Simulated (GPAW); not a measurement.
Consider MgNi3C (Pm-3m).

```
Ni Mg C
1.0
     3.80890    0.00000    0.00000
     0.00000    3.80890    0.00000
     0.00000    0.00000    3.80890
Ni Mg C
3 1 1
Direct
  0.50000 0.50000 0.00000
  0.50000 0.00000 0.50000
  0.00000 0.50000 0.50000
  0.00000 0.00000 0.00000
  0.50000 0.50000 0.50000
```

Absorber: atom 1, with 2 C at 1.90 Å (linear, site symmetry 4/mmm). Method: GPAW, LDA, excited-electron core hole (neutral cell), 10-atom cell with 5.4 Å between holes, 6×6×6 k points, dipole transitions, Gaussian full width 1.44 eV up to 4 eV, rising linearly to 3.5 eV at 25 eV.

What does the Ni K edge look like?

Main maxima up to 30 eV above the zero (height): 0.6 eV (0.40), 7.5 eV (1.28), 16.6 eV (1.61) and 20.5 eV (1.69). A K edge sees empty p states, which here mix into the lowest empty bands, so that weight starts at the zero. The total-energy difference is 8311.85 eV. The tabulated edge of the element is 8333 eV. The functional leaves an error in such absolute values: in the free atom LDA prices this hole 17.6 eV below PBE (computed apart), and PBE is itself good to a few eV.

The Ni K spectrum (energy from the lowest empty level; intensity scaled to a mean of 1 over the first 20 eV):

```
E (eV)  intensity
  -2.0       0.00
  -1.4       0.01
  -0.8       0.08
  -0.2       0.25
   0.4       0.39
   1.0       0.37
   1.6       0.35
   2.2       0.39
   2.8       0.49
   3.4       0.62
   4.0       0.68
   4.6       0.67
   5.2       0.74
   5.8       0.85
   6.4       0.98
   7.0       1.18
   7.6       1.28
   8.2       1.15
   8.8       0.93
   9.4       0.81
  10.0       0.81
  10.6       0.83
  11.2       0.85
  11.8       0.88
  12.4       0.90
  13.0       0.94
  13.6       1.03
  14.2       1.17
  14.8       1.34
  15.4       1.48
  16.0       1.57
  16.6       1.61
  17.2       1.58
  17.8       1.52
  18.4       1.49
  19.0       1.52
  19.6       1.61
  20.2       1.68
  20.8       1.68
  21.4       1.61
  22.0       1.51
  22.6       1.44
  23.2       1.41
  23.8       1.40
  24.4       1.40
  25.0       1.40
  25.6       1.38
  26.2       1.33
  26.8       1.26
  27.4       1.16
  28.0       1.06
  28.6       0.97
  29.2       0.90
  29.8       0.85
  30.4       0.84
  31.0       0.85
  31.6       0.87
```

The hole lies in one spin channel, while the script sums the empty states of both and takes the lower zero; where the two channels are split, this blurs and shifts the curve. Quadrupole 1s→3d transitions, which feed the pre-edge, are not in the dipole spectrum. The starting moments shrank to 0.00 μB or less, so this is hardly a magnetic state. The holes are only 5.4 Å apart, so the shape is probably not converged with cell size; no larger cell was run here. The mesh is coarse (0.27 Å⁻¹ between points), so small maxima may be mesh ripples. Lifetime broadening is put in by hand, and intensities beyond about 20 eV depend on it and on the partial waves. The structure is a published determination, not relaxed.

[Banner, clock and machine lines of the logs are left out without a mark of their own.]

[Logs are printed without paths, hosts, clocks, repeated set-up lines and the standing remarks that a program may print on its own settings, such as how far it seeks lower states.]

[Hosts, paths, dates, database ids (printed as entryN), source tags and the programs' standing remarks are cut or masked in the printed files.]

[Lists of maxima count a maximum above −3 eV only where it reaches 4 % of the highest in the window and stands out from its surroundings by 2 % of it (1.5 % where it reaches 55 %); shoulders and weaker maxima are passed over, and of the rest the first, up to two pre-edge ones and the few strongest are named.]
